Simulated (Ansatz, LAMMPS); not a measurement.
## Convergence of a linear-scaling basis for aqueous N(CH3)4+ and BF4-, 0.9 mol of salt per kg of water at 300 K (214 atoms)

Wanted: errors and times of a linear-scaling basis for aqueous N(CH3)4+ and BF4-, 0.9 mol of salt per kg of water at 300 K (214 atoms). A setting counts as converged where the r.m.s. difference of forces stays under 1 % of the r.m.s. force.

Program: Ansatz 0.2.0. Level of theory: Kohn-Sham DFT, PBE+D4, PAW (set soft_2), plane waves. Values are calculated unless marked as measured.

### Step 1. Set-up

The cell holds 214 atoms: 4 C, 1 N, 140 H, 1 B, 4 F and 64 O. Cell: a = 12.889 Å, b = 12.889 Å, c = 12.889 Å, α = 90.0°, β = 90.0°, γ = 90.0°. 64 H2O, 1 N(CH3)4+, 1 BF4- placed at random, at 1.02 g/cm³; overlaps pushed apart, then 10 ps at 420 K with stiff harmonic cages for PF6 and BF4 with UFF radii; MMFF94 bonds, angles, torsions, charges and radii (Halgren, J. Comput. Chem. 17, 490 (1996)) in harmonic and 12-6 forms; SPC/E water (Berendsen, Grigera and Straatsma, J. Phys. Chem. 91, 6269 (1987)); charges of ions scaled by 0.85. Snapshot after 20 ps at 300 K and fixed volume.

Before any run, some limits are plain. The network of contacts between molecules at the start is that of the classical potential that made the cell, and needn't be the one that DFT or experiment would give. The density was typed from a rule of thumb and may lie off the real one at this temperature. The Brillouin zone is sampled at Γ only, in a cell whose shortest periodic width is 13 Å.

### Step 2. Making the structure

A classical potential makes the cell, at a small fraction of what the same run would cost in DFT.

This step: classical MD, stiff harmonic cages for PF6 and BF4 with UFF radii; MMFF94 bonds, angles, torsions, charges and radii (Halgren, J. Comput. Chem. 17, 490 (1996)) in harmonic and 12-6 forms; SPC/E water (Berendsen, Grigera and Straatsma, J. Phys. Chem. 91, 6269 (1987)); charges of ions scaled by 0.85 (LAMMPS 22 Jul 2025 - Update 4).

in.lmp

```
# aqueous N(CH3)4+ and BF4-, 0.9 mol of salt per kg of water
units real
atom_style full
boundary p p p
bond_style harmonic
angle_style harmonic
dihedral_style opls
improper_style harmonic
special_bonds lj 0 0 0.5 coul 0 0 0.75
read_data data.lmp
neigh_modify delay 0 every 1 check yes one 4000
comm_modify cutoff 12.0
timestep 0.5
thermo_style custom step time temp pe press density
thermo_modify norm yes
# push overlapping molecules apart
pair_style soft 2.6
pair_coeff * * 0.0
variable a equal ramp(1,60)
fix ad all adapt 1 pair soft a * * v_a
velocity all create 420 844556 mom yes dist gaussian
fix lim all nve/limit 0.03
fix lan all langevin 420 420 50 844557 zero yes
thermo 1000
run 3000 post no
unfix ad
pair_style lj/cut/coul/long 9.0
pair_modify mix arithmetic tail yes
pair_coeff 1 1 0.0678 3.3680   # C
pair_coeff 2 2 0.0721 3.3270   # N
pair_coeff 3 3 0.0216 2.5400   # H
pair_coeff 4 4 0.1800 3.6375   # B
pair_coeff 5 5 0.0500 2.9970   # F
pair_coeff 6 6 0.1553 3.1660   # O
# [... 20 lines left out ...]
compute msd all msd com yes
thermo 5000
fix md all nvt temp 300 300 100
run 20000 post no
print "== T300: mean square displacement over the hold $(c_msd[4]:%.2f) A^2"
unfix md
uncompute msd
write_dump all custom T300.dump id type xs ys zs modify sort id
```

Command:

```console
lmp -in in.lmp -log none -nocite
```

Standard output:

```text
LAMMPS (22 Jul 2025 - Update 4)
Reading data file ...
  orthogonal box = (0 0 0) to (12.88883 12.88883 12.88883)
  214 atoms
  orthogonal box = (0 0 0) to (12.88883 12.88883 12.88883)
  154 bonds
  94 angles
  36 dihedrals
WARNING: Bond/angle/dihedral extent > half of periodic box length
   Step          Time           Temp          PotEng         Press         Density
         0   0              420            0.24758468     8210.7386      1.0190005
      1000   500            410.83978      0.94234107     37121.749      1.0190005
      2000   1000           390.72008      0.97801817     34092.924      1.0190005
      3000   1500           407.53769      0.98874504     47025.913      1.0190005
WARNING: Bond/angle/dihedral extent > half of periodic box length
Loop time of 0.336239 s on 1 MPI rank(s) for 3000 steps with 214 atoms
PPPM initialization ...
  G vector (1/distance) = 0.30036213
  grid = 8 8 8
[... 31 lines left out ...]
Loop time of 12.3655 s on 1 MPI rank(s) for 10000 steps with 214 atoms
WARNING: Bond/angle/dihedral extent > half of periodic box length
   Step          Time           Temp          PotEng         Press         Density
[... 4 lines left out ...]
WARNING: Bond/angle/dihedral extent > half of periodic box length
Loop time of 6.07659 s on 1 MPI rank(s) for 5000 steps with 214 atoms
WARNING: Bond/angle/dihedral extent > half of periodic box length
   Step          Time           Temp          PotEng         Press         Density
[... 2 lines left out ...]
     25000   24000          259.84047     -3.7796903     -947.40939      1.0190005
     30000   29000          304.63552     -3.6424784      2072.8724      1.0190005
     35000   34000          285.96374     -3.6422751     -1787.4154      1.0190005
     37000   36000          313.0643      -3.7370169     -44.159973      1.0190005
WARNING: Bond/angle/dihedral extent > half of periodic box length
Loop time of 24.4398 s on 1 MPI rank(s) for 20000 steps with 214 atoms
== T300: mean square displacement over the hold 18.90 A^2
```

Elapsed: 47 s, on 1 thread of Intel Xeon Platinum 8259CL at 2.50GHz (Skylake/Cascade Lake), shared host; peak memory 0.12 GiB.

The input also reads data.lmp (atoms, bonds and types; not printed here).

### Step 3. Plane-wave single point

The first run uses the default basis; a harder plane-wave run follows as the reference for the support functions.

input.yaml

```yaml
crystal:
  lattice:
    - [12.88883, 0.0, 0.0]
    - [0.0, 12.88883, 0.0]
    - [0.0, 0.0, 12.88883]
  atoms:
    - { symbol: C, position: [0.45921, 0.46575, 0.34649] }
    - { symbol: "N", position: [0.39064, 0.37516, 0.38484] }
    - { symbol: C, position: [0.27994, 0.40162, 0.38544] }
    - { symbol: C, position: [0.41347, 0.27558, 0.33097] }
    - { symbol: C, position: [0.41871, 0.36594, 0.49544] }
    - { symbol: H, position: [0.45086, 0.47152, 0.26349] }
    - { symbol: H, position: [0.53929, 0.44276, 0.36351] }
    - { symbol: H, position: [0.43792, 0.53496, 0.39165] }
    - { symbol: H, position: [0.23855, 0.33556, 0.42787] }
    - { symbol: H, position: [0.26655, 0.47562, 0.42228] }
    - { symbol: H, position: [0.25771, 0.41025, 0.30477] }
    - { symbol: H, position: [0.49428, 0.26994, 0.33147] }
    - { symbol: H, position: [0.3822, 0.2119, 0.37228] }
    - { symbol: H, position: [0.39583, 0.28593, 0.2454] }
    - { symbol: H, position: [0.40269, 0.43728, 0.53656] }
    - { symbol: H, position: [0.50291, 0.35646, 0.49216] }
    - { symbol: H, position: [0.37713, 0.29687, 0.52453] }
    - { symbol: B, position: [0.63223, 0.73735, 0.80078] }
    - { symbol: F, position: [0.59128, 0.83394, 0.83222] }
    - { symbol: F, position: [0.73972, 0.73815, 0.82502] }
    - { symbol: F, position: [0.62225, 0.72175, 0.69071] }
    - { symbol: F, position: [0.59392, 0.65826, 0.86509] }
    - { symbol: O, position: [0.77022, 0.04652, 0.10398] }
    - { symbol: H, position: [0.75125, 0.02271, 0.17534] }
    - { symbol: H, position: [0.77236, 0.98552, 0.05608] }
    - { symbol: O, position: [0.12624, 0.66104, 0.04906] }
    - { symbol: H, position: [0.14365, 0.59465, 0.08524] }
    - { symbol: H, position: [0.0688, 0.69686, 0.08697] }
    - { symbol: O, position: [0.76067, 0.85554, 0.005] }
    - { symbol: H, position: [0.76282, 0.82098, 0.93557] }
    - { symbol: H, position: [0.71313, 0.81619, 0.05202] }
    - { symbol: O, position: [0.12135, 0.02241, 0.10472] }
    [... 176 atom lines left out ...]
    - { symbol: O, position: [0.54501, 0.13941, 0.64534] }
    - { symbol: H, position: [0.54004, 0.21311, 0.66909] }
    - { symbol: H, position: [0.59909, 0.10244, 0.6869] }
    - { symbol: O, position: [0.90559, 0.61277, 0.5868] }
    - { symbol: H, position: [0.97252, 0.57787, 0.56886] }
    - { symbol: H, position: [0.90572, 0.63186, 0.662] }
kpoints:
  mp_grid: { grid: [1, 1, 1] }
hamiltonian:
  xc: pbe
  dispersion: d4
scf:
  occupations: { method: gaussian, width: 0.05 }
output:
  forces: true
  stress: true
  populations: true
  dos:
    method: { smearing: { sigma: 0.08 } }
    de: 0.1
    projected: { site_lists: { B: [B], C: [C], F: [F], H: [H], "N": ["N"] } }
  eigenvalues: true
  write_density: true
  write_potential: true
  volumetric_format: npy
  elf: true
```

Command:

```console
ansatz run input.yaml --threads 8 --pin off --max-ram 15872MiB --backend cpu --events-out ev --progress --plain --runs-dir out
```

Standard output:

```text
Engine: ansatz 0.2.0, x86_64-unknown-linux-gnu
Pseudopotentials: kind: paw
Pseudopotential: C, paw, valence charge 4, recommended cutoff 420 eV (normal), C.paw.azcp
Pseudopotential: N, paw, valence charge 5, recommended cutoff 420 eV (normal), N.paw.azcp
Pseudopotential: H, paw, valence charge 1, recommended cutoff 420 eV (normal), H.paw.azcp
Pseudopotential: B, paw, valence charge 3, recommended cutoff 420 eV (normal), B.paw.azcp
Pseudopotential: F, paw, valence charge 7, recommended cutoff 420 eV (normal), F.paw.azcp
Pseudopotential: O, paw, valence charge 6, recommended cutoff 420 eV (normal), O.paw.azcp
Functional definition: PBE
  parameter kappa = 0.804
  parameter beta = 0.066725
  exchange = pbe_x(kappa = kappa, mu = beta*pi^2/3)
  correlation = pbe_c(beta = beta)
Crystal: 214 atoms, lattice volume = 2141.117 Å³
Basis set: ecut = 420 eV, 41851 PW (Γ), exchange–correlation on 180×180×180 points (8 copies of the dense FFT grid, shifted against one another)
Bands: 502, of which v1, the nominal top of the filled ones, is band 288 counted from 1 (287 counted from 0)
Symmetry: 1 space group operations
Space group: P1 (ITA 1), of the structure as read, at distance tolerance 1.3e-4 Å
k-points: 1
Non-local potential: C, projectors of the file, l = 0: 2, l = 1: 2, l = 2: 1
Non-local potential: N, projectors of the file, l = 0: 2, l = 1: 2, l = 2: 1
Non-local potential: H, projectors of the file, l = 0: 2, l = 1: 1
Non-local potential: B, projectors of the file, l = 0: 2, l = 1: 2, l = 2: 1
Non-local potential: F, projectors of the file, l = 0: 2, l = 1: 2, l = 2: 1
Non-local potential: O, projectors of the file, l = 0: 2, l = 1: 2, l = 2: 1
PAW form: soft (Blöchl's): semilocal exchange-correlation on the pseudo side does not see the compensation charge
PAW one-centre angular grid: C, 110 points (default); XC on 64 Gauss nodes
PAW one-centre angular grid: N, 110 points (default); XC on 64 Gauss nodes
PAW one-centre angular grid: H, 110 points (default); XC on 64 Gauss nodes
PAW one-centre angular grid: B, 110 points (default); XC on 64 Gauss nodes
PAW one-centre angular grid: F, 110 points (default); XC on 64 Gauss nodes
PAW one-centre angular grid: O, 110 points (default); XC on 64 Gauss nodes
Initial density: superposition of atomic densities (neutral atoms: chi_scale 0, normalization atom), corrected by the library's trained network
Initial wavefunctions: pseudopotential atomic-orbital guess
Functional: x = pbe(κ = 0.804, μ = 0.219515), c = pbe(β = 0.066725)
SCF iter   1: F=—  HF=-43353.633697 eV  |F-HF|=—  |Δ(HF+E_count)|=         —  Δρ=3.23e-3  dr2=3.55e-1  ethr=1.77e-3  ⟨swp⟩=5.0  Hψ=1992  notcnv=0  defer=202
preconditioner: auto → Resta (q_TF=auto, 2.192 Å⁻¹)  ε∞=2.2  [insulator: Δε(μ)=4.297 eV  Ē_g=17.583 eV  σ=0.050 eV  W_gap=1.00  n_scr=388 (ndim 8)  ℏωp=19.1 eV  f_vac=0.276  D(μ)=0.00/eV (n_scr^D=0)  ε∞_Penn≈2.2]
SCF iter   2: F=—  HF=-43353.497017 eV  |F-HF|=—  |Δ(HF+E_count)|=   1.37e-1  Δρ=1.43e-3  dr2=7.53e-2  ethr=6.17e-5  ⟨swp⟩=2.0  Hψ=869  notcnv=0  defer=206
SCF iter   3: F=—  HF=-43353.451248 eV  |F-HF|=—  |Δ(HF+E_count)|=   4.58e-2  Δρ=7.13e-4  dr2=1.72e-2  ethr=1.31e-5  ⟨swp⟩=2.0  Hψ=588  notcnv=0  defer=206
SCF iter   4: F=—  HF=-43353.445699 eV  |F-HF|=—  |Δ(HF+E_count)|=   5.55e-3  Δρ=2.52e-4  dr2=1.70e-3  ethr=2.98e-6  ⟨swp⟩=2.0  Hψ=862  notcnv=0  defer=206
SCF iter   5: F=—  HF=-43353.445374 eV  |F-HF|=—  |Δ(HF+E_count)|=   3.25e-4  Δρ=1.04e-4  dr2=2.11e-4  ethr=2.96e-7  ⟨swp⟩=2.0  Hψ=576  notcnv=0  defer=206
SCF iter   6: F=—  HF=-43353.445337 eV  |F-HF|=—  |Δ(HF+E_count)|=   3.68e-5  Δρ=4.13e-5  dr2=2.84e-5  ethr=3.66e-8  ⟨swp⟩=2.0  Hψ=580  notcnv=0  defer=206
SCF iter   7: F=—  HF=-43353.445630 eV  |F-HF|=—  |Δ(HF+E_count)|=   2.93e-4  Δρ=1.33e-5  dr2=3.11e-6  ethr=4.94e-9  ⟨swp⟩=2.0  Hψ=579  notcnv=0  defer=206
SCF iter   8: F=—  HF=-43353.445631 eV  |F-HF|=—  |Δ(HF+E_count)|=   4.94e-7  Δρ=3.93e-6  dr2=3.02e-7  ethr=5.40e-10  ⟨swp⟩=2.0  Hψ=577  notcnv=0  defer=206
SCF iter   9: F=-43353.445631 eV  HF=-43353.445631 eV  |F-HF|=4.93e-8  |Δ(HF+E_count)|=   3.01e-8  Δρ=2.07e-6  dr2=7.30e-8  ethr=1.74e-11  ⟨swp⟩=20.0  Hψ=4630  notcnv=0
SCF 1 converged in 9 iterations: F = -43353.445631 eV  dr2 = 7.30e-8
  greatest PAW one-centre occupation: 0.931 electrons in one spin orbital (limit 2), on the F atom at site 18 (counted from 0), in its partial waves of l = 0
WARN: The input density's exchange-correlation potential varies sharply where the density is thin. Do not read a vacuum level from v_tot or v_xc, or from such a field of the output density. On a cell that repeats whose density bears no net charge and no dipole along the vacuum's axis use v_es (v_loc + v_h of the components); [...]
SCF converged after 9 iterations
Free energy (F): -43353.445631 eV
Harris-Foulkes:  -43353.445631 eV  (|F-HF|=4.93e-8)
Internal energy: -43353.445631 eV  (E = F + TS)
E sigma→0 (E₀):  -43353.445631 eV
Fermi energy:    0.037577 eV
--- Per-component energies (eV) ---
  E_band       = -5538.072046
  E_kinetic    = 14461.948277
  E_local      = -47921.781219  (includes V_loc(G=0)·N_el)
  E_nonlocal   = 3772.341905
  E_hartree    = 17601.880358
  E_xc         = -6518.444349
  E_vxc        = -8321.864020  (∫ρ·V_xc dr)
  E_paw        = -11632.400218  (= ΣΔE_a)
  E_vpaw       = -2732.459829  (= ΣTr[D̂ρ^β])
  E_aug_tail   = 0.004246  (compensation charges beyond the density's cutoff)
  E_ewald      = -13110.394348
  E_disp       = -6.600282  (pairwise vdW)
  E_smearing   = -0.000000  (= −TS)
  E_closure    = -0.000000  (closes the sum)
  Σ components = -43353.445631   (vs F -43353.445631, Δ=0.00e0)
--- Forces (eV/Å), atoms counted from 1 ---
  atom   1  C     -0.31984871    -1.13638692     0.18659134
  atom   2  N      0.48439600     1.43654147     0.88035352
  atom   3  C     -0.96401967    -1.14499664    -0.40611050
  atom   4  C     -0.20646061     1.90068132    -2.06101712
  atom   5  C      0.91875517    -1.27964599    -0.04002225
  atom   6  H     -0.20087499     0.47846797    -0.36130231
  atom   7  H     -0.08102876     0.09297687    -0.00915485
  atom   8  H     -0.01861517    -0.09598819    -0.40120334
  atom   9  H      0.34844578     1.13487930    -0.91563578
  atom  10  H      0.06572991     0.32478935     0.52449700
  atom  11  H     -0.51470755    -0.28022459    -0.22985147
  atom  12  H      2.05833807    -0.37493241     0.24851979
  atom  13  H     -0.90634032    -0.89190933     0.26575846
  atom  14  H     -0.50089719    -0.51549893     1.21320881
[...]
atom 213  H     -0.71219005     0.30769321    -0.07428188
  atom 214  H      0.54634907    -0.27913957    -0.39668799
  max |Σ_I F_I| component: 4.52e-5 eV/Å
--- Stress (GPa, compression-positive) ---
       -1.755660       0.006015       0.128697
        0.006016      -2.258209      -0.118585
        0.128698      -0.118585      -2.181166
  P = ⅓ Tr σ = -2.0650 GPa (-20.650 kbar)
--- Band table (eV) ---
  k-point 0: bands = ["-27.4395", "-26.1756", "-25.9684", "-25.7371", [... 486 levels ...], "11.0894", "11.1087", "11.1276", "11.1401", "11.1954", "11.2237", "11.2489", "11.2633", "11.2828", "11.3541", "11.3932", "11.4167"]
--- Löwdin populations: 214 sites ---
  site symbol       q [e]
     0      C      4.3382
     1      N      4.8456
     2      C      4.3393
[...]
213      H      0.6229
  spilling = 0.010933 (of n_electrons = 576.000000)
```

It took 30 s on 8 threads of Intel Xeon Platinum 8259CL at 2.50GHz (Skylake/Cascade Lake), shared host; peak memory 3.3 GiB; 3 min of CPU time.

The program notes that the exchange-correlation potential is rough where the density is thin.

Read from the output:

```
free energy                                      : -43353.4456 eV
free energy per atom                             : -202.5862 eV/atom
SCF cycles                                       : 9
pressure                                         : -2.065 GPa
r.m.s. force component                           : 0.5415 eV/Å
longest force                                    : 2.811 eV/Å
Fermi energy                                     : 0.03758 eV
gap (highest filled to lowest empty level) : 4.151 eV
spilling of the projection                       : 0.01093
```

The r.m.s. force component of 0.54 eV/Å and the pressure of -2.1 GPa set the scale for the differences below.

### Step 4. Plane waves at 750 eV (750 eV)

The grid of the support functions holds more waves than the default cutoff, so they are judged against a harder plane-wave run.

input.yaml, the sections that differ from step 3:

```yaml
output:
  forces: true
  eigenvalues: true
basis:
  ecutwfc: "750 eV"
# crystal, kpoints, hamiltonian, scf: as in step 3
```

Standard output:

```text
[...]
Crystal: 214 atoms, lattice volume = 2141.117 Å³
Basis set: ecut = 750 eV, 99873 PW (Γ), exchange–correlation on 240×240×240 points (8 copies of the dense FFT grid, shifted against one another)
Bands: 502, of which v1, the nominal top of the filled ones, is band 288 counted from 1 (287 counted from 0)
Symmetry: 1 space group operations
[...]
k-points: 1
[...]
SCF iter   1: F=—  HF=-43354.692078 eV  |F-HF|=—  |Δ(HF+E_count)|=         —  Δρ=3.46e-3  dr2=3.60e-1  ethr=1.77e-3  ⟨swp⟩=6.0  Hψ=2274  notcnv=0  defer=60
[...]
SCF iter   3: F=—  HF=-43354.513964 eV  |F-HF|=—  |Δ(HF+E_count)|=   4.42e-2  Δρ=7.34e-4  dr2=1.74e-2  ethr=1.32e-5  ⟨swp⟩=2.0  Hψ=588  notcnv=0  defer=37
automatic band count: iteration 3 solves 333 bands in place of 502: the levels show a gap, and the empty bands left out lie too high to hold charge; the band table lists the bands solved (type scf.n_extra_bands for more)
SCF iter   4: F=—  HF=-43354.508373 eV  |F-HF|=—  |Δ(HF+E_count)|=   5.59e-3  Δρ=2.55e-4  dr2=1.73e-3  ethr=3.02e-6  ⟨swp⟩=2.0  Hψ=675  notcnv=0  defer=37
[...]
SCF iter   9: F=-43354.508071 eV  HF=-43354.508071 eV  |F-HF|=4.99e-8  |Δ(HF+E_count)|=   3.31e-8  Δρ=2.08e-6  dr2=7.19e-8  ethr=1.74e-11  ⟨swp⟩=14.0  Hψ=1656  notcnv=0
SCF 1 converged in 9 iterations: F = -43354.508071 eV  dr2 = 7.19e-8
[...]
SCF converged after 9 iterations
Free energy (F): -43354.508071 eV
[...]
Internal energy: -43354.508071 eV  (E = F + TS)
E sigma→0 (E₀):  -43354.508071 eV
Fermi energy:    0.037174 eV
[...]
Σ components = -43354.508071   (vs F -43354.508071, Δ=0.00e0)
--- Forces (eV/Å), atoms counted from 1 ---
  atom   1  C     -0.31427880    -1.13081392     0.18336090
  atom   2  N      0.48397560     1.43530228     0.88019177
  atom   3  C     -0.97189479    -1.14115544    -0.40737379
  atom   4  C     -0.20134276     1.89387574    -2.06414170
[...]
atom 214  H      0.54718373    -0.28325904    -0.41268796
  max |Σ_I F_I| component: 4.62e-5 eV/Å
--- Band table (eV) ---
[...]
```

The job ended after 31 s (8 threads; peak memory 6.6 GiB).

Forces differ from the reference by 10.0 meV/Å r.m.s., 1.8 % of their size, over a tolerance of 1 %; the energy by -5.0 meV/atom. This is the tighter run, so the reference isn't converged in this setting (nor is this run shown to be).

(Part 1 of 4 ends here.)

[Long decimals in the printed logs are rounded to 6 places.]

[Logs are printed without paths, hosts, clocks, repeated set-up lines and the standing remarks that a program may print on its own settings, such as how far it seeks lower states.]

[Hosts, paths, dates, database ids (printed as entryN), source tags and the programs' standing remarks are cut or masked in the printed files.]

[The MMFF94 radii named for the starting cell were scaled by 0.96; in molecules described by MMFF94, hydrogen bound to N, O or S took a small fixed 12-6 site in their place.]
